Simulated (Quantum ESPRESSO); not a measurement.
# Beryllium (P6_3/mmc): zone-centre phonons

Which modes does Beryllium (P6_3/mmc) have at the zone centre?

Method: DFT LDA, scalar-relativistic, plane waves, PseudoDojo norm-conserving pseudopotentials, in Quantum ESPRESSO 7.5.

The experiments to compare with:

“D retention and material defects probed using Raman microscopy in JET limiter samples and beryllium-based synthesized samples” (2021, arxiv:2109.15077) quotes from earlier work for Be, hexagonal close-packed (crystalline beryllium, reference value from earlier work): Raman mode (E2g) 455 cm⁻¹ [literature value quoted in the methods section; measurement temperature and sample not …].

Most raw output is cut from this account.

## 1. Set-up

It takes space group P6_3/mmc (No. 194, hexagonal). The conventional cell has a = 2.285 Å, b = 2.285 Å, c = 3.584 Å, α = 90.00°, β = 90.00°, γ = 120.00°. Be has 12 Be at 2.23 to 2.29 Å nearest.

## 2. A first look

Before anything dear is run, a loose run with smearing shows whether this is a metal and how far the cell is from rest.

probe.in

```
&control
   calculation = 'scf'
   prefix = 'x'
   outdir = './tmp'
   pseudo_dir = './pseudo'
   tprnfor = .true.
   tstress = .true.
   verbosity = 'high'
/
&system
   ibrav = 0
   nat = 2
   ntyp = 1
   ecutwfc = 88.0
   occupations = 'smearing'
   smearing = 'gaussian'
   degauss = 0.01
/
&electrons
   conv_thr = 1.0d-07
   mixing_beta = 0.7
   electron_maxstep = 100
/
ATOMIC_SPECIES
 Be      9.0122  Be.upf
CELL_PARAMETERS angstrom
     2.285300000    0.000000000    0.000000000
    -1.142650000    1.979127855    0.000000000
     0.000000000    0.000000000    3.584200000
ATOMIC_POSITIONS crystal
 Be     0.333333333   0.666666667   0.250000000
 Be     0.666666667   0.333333333   0.750000000
K_POINTS automatic
 9 9 6 0 0 0
```

Command:

```bash
$ OMP_NUM_THREADS=1 mpirun -n 4 pw.x -nk 4 -in probe.in > probe.out
```

Wall time 12 s (4 MPI ranks of Intel Xeon at 2.50GHz (Skylake/Cascade Lake), shared host).

This step gave:

| Property | Result |
| --- | --- |
| volume per atom | 8.105 Å³ |
| pressure | -8.167 GPa |
| gap on the k-mesh | 0 eV |

No gap opens on this mesh, so smearing is kept; the start stands at -8.2 GPa.

## 3. Relaxing the cell and atoms

The relaxation runs at a cutoff a fifth above that of the response, since stress converges more slowly with the basis than frequencies do. Forces and stress are brought to rest with tight thresholds.

relax.in

```
&control
   calculation = 'vc-relax'
   prefix = 'x'
   outdir = './tmp'
   pseudo_dir = './pseudo'
   tprnfor = .true.
   tstress = .true.
   forc_conv_thr = 2.0d-05
   etot_conv_thr = 1.0d-07
   nstep = 40
/
&system
   ibrav = 0
   nat = 2
   ntyp = 1
   ecutwfc = 106
   occupations = 'smearing'
   smearing = 'mv'
   degauss = 0.02
/
&electrons
   conv_thr = 1.0d-11
   mixing_beta = 0.7
   electron_maxstep = 100
/
&ions
/
&cell
   press_conv_thr = 0.2
/
ATOMIC_SPECIES
 Be      9.0122  Be.upf
CELL_PARAMETERS angstrom
     2.285300000    0.000000000    0.000000000
    -1.142650000    1.979127855    0.000000000
     0.000000000    0.000000000    3.584200000
ATOMIC_POSITIONS crystal
 Be     0.333333333   0.666666667   0.250000000
 Be     0.666666667   0.333333333   0.750000000
K_POINTS automatic
 18 18 10 0 0 0
```

Command:

```bash
$ OMP_NUM_THREADS=1 mpirun -n 4 pw.x -nk 4 -in relax.in > relax.out
```

It took 5.5 min on 4 MPI ranks; 12 min of CPU time.

Relaxation path:

```
step  energy less that of the first step (eV)  largest force (eV/Å)  pressure (GPa)  volume (Å³)
   1                                   0.0000                0.0000           -8.10        16.21
   2                                  -0.0246                0.0000           -3.50        15.55
   3                                  -0.0297                0.0000            0.37        15.07
   4                                  -0.0298                0.0000            0.01        15.11
   5                                  -0.0298                0.0000           -0.01        15.12
   6                                  -0.0298                0.0000            0.00        15.12
   7                                  -0.0297                0.0000            0.00        15.12
```

```
conventional cell, symmetrised  before  after  change
                         a (Å)   2.285  2.226  -2.6 %
                         b (Å)   2.285  2.226  -2.6 %
                         c (Å)   3.584  3.524  -1.7 %
              volume (Å³/atom)    8.11   7.56  -6.8 %
```

Final coordinates:

```xyz
2
Lattice="2.2255 0.0000 0.0000 -1.1128 1.9274 0.0000 0.0000 0.0000 3.5239" Properties=species:S:1:pos:R:3 pbc="T T T"
Be    0.0000    1.2849    0.8810
Be    1.1128    0.6425    2.6430
```

The last row of the table of steps is pw.x's closing run on a basis chosen anew for the final cell, so its energy can jump.

Read from the output:

- volume per atom: 7.558 Å³
- pressure: -0.001667 GPa

The volume changes by -6.8 % from the cell with which this run began.

## 4. Ground state

The response is built on this ground state, so it is converged far tighter than an energy would need. Smearing stays on, as the first look found no gap above 0.3 eV.

scf.in

```
&control
   calculation = 'scf'
   prefix = 'x'
   outdir = './tmp'
   pseudo_dir = './pseudo'
   tprnfor = .true.
   tstress = .true.
/
&system
   ibrav = 0
   nat = 2
   ntyp = 1
   ecutwfc = 88.0
   occupations = 'smearing'
   smearing = 'mv'
   degauss = 0.02
/
&electrons
   conv_thr = 1.0d-12
   mixing_beta = 0.7
   electron_maxstep = 100
/
ATOMIC_SPECIES
 Be      9.0122  Be.upf
CELL_PARAMETERS angstrom
     2.225536820    0.000000000    0.000000000
    -1.112768410    1.927371423    0.000000000
     0.000000000    0.000000000    3.523936856
ATOMIC_POSITIONS crystal
 Be     0.333333333   0.666666667   0.250000000
 Be     0.666666667   0.333333333   0.750000000
K_POINTS automatic
 20 20 10 0 0 0
```

Command:

```bash
$ OMP_NUM_THREADS=1 mpirun -n 4 pw.x -nk 4 -in scf.in > scf.out
```

It took 46 s on 4 MPI ranks.

Numbers from this step:

```yaml
pressure: 0.01467 GPa
```

The cell stands at 0.015 GPa, close enough for phonons.

## 5. Zone-centre response

At q = 0 one unit cell holds all displacements; symmetry groups them into irreducible representations that are solved one by one. With smeared occupations no response to a homogeneous field can be asked.

ph.in

```
phonons
&inputph
   prefix = 'x'
   outdir = './tmp'
   fildyn = 'g.dyn'
   tr2_ph = 1.0d-18
   alpha_mix(1) = 0.4
   nmix_ph = 8
/
0.000000000000 0.000000000000 0.000000000000
```

Command:

```bash
$ OMP_NUM_THREADS=1 mpirun -n 4 ph.x -nk 4 -in ph.in > ph.out
```

The job ended after 3.5 min (4 MPI ranks).

This step gave:

```
largest acoustic frequency at the zone centre before the sum rule : 3.56 cm⁻¹
highest optical zone-centre mode (no LO-TO term)                  : 707.9 cm⁻¹
lowest optical zone-centre mode                                   : 478.1 cm⁻¹
```

The acoustic modes at Γ come out as far as 3.6 cm⁻¹ from zero, where they should vanish, a small numerical error.

## 6. Modes with the sum rule

A rigid shift of the crystal must cost nothing, but grids and finite bases break this; the acoustic sum rule is imposed before the matrix is diagonalised again.

dynmat.in

```
&input
   fildyn = 'g.dyn'
   asr = 'crystal'
   fileig = 'dynmat.eig'
/
```

Command:

```bash
$ dynmat.x -in dynmat.in > dynmat.out
```

It took 1.2 s on 1 thread.

Unit eigenvectors of the mass-weighted matrix after the sum rule; no LO-TO term. Modes at Γ:

```
mode  frequency (cm⁻¹)  symmetry
   1               0.0  acoustic
   2               0.0  acoustic
   3               0.0  acoustic
   4             478.1       E2g
   5             478.1       E2g
   6             707.9       B1g
```

Displacements in mode 4 (478.1 cm⁻¹), the largest set to 1:
```
Be1  1.00 -0.71  0.00
Be2 -1.00  0.71  0.00
```

Displacements in mode 6 (707.9 cm⁻¹), the largest set to 1:
```
Be1  0.00  0.00  1.00
Be2  0.00  0.00 -1.00
```

The rule moves no optical mode by more than 0.1 cm⁻¹.

## 7. What came out

```
space group after relaxation                                           : P6_3/mmc
volume per atom                                                        : 7.56 Å³
highest optical zone-centre mode (no LO-TO term)                       : 707.9 cm⁻¹
lowest optical zone-centre mode                                        : 478.1 cm⁻¹
imaginary optical modes at the zone centre (no q mesh in this session) : none
```

What this shows: At the LDA level the optical modes of Beryllium (P6_3/mmc) at the zone centre run from 478 to 708 cm⁻¹. Left out of this account: PBE with PseudoDojo NC, since it is gradient-corrected and no frozen-mode check or second program bears its response out; PBEsol with PseudoDojo NC, since it is gradient-corrected and no frozen-mode check or second program bears its response out. What is said of the levels holds for those shown. These are harmonic frequencies at zero temperature: anharmonic shifts and linewidths and thermal expansion are left out. In a metal the frequencies hang on the k mesh and the smearing, most of all near Kohn anomalies.

Calculation against experiment:

```
              quantity  measured  LDA PseudoDojo norm-conserving, Quantum ESPRESSO
Raman mode, E2g (cm⁻¹)       455                                      478 (+5.1 %)
```

Measured values from arxiv:2109.15077 (2021).

How well it matches: The Raman mode is off by +5.1 %: fair agreement. The grades are ours: good and fair within 3 and 7 % for the Raman mode. Zero-point motion and thermal expansion are not in the computed Raman mode.

[Host names and launcher messages were left out of these logs when they were recorded.]

[Logs are printed without paths, hosts, clocks, repeated set-up lines and the standing remarks that a program may print on its own settings, such as how far it seeks lower states.]

[Hosts, paths, dates, database ids (printed as entryN), source tags and the programs' standing remarks are cut or masked in the printed files.]
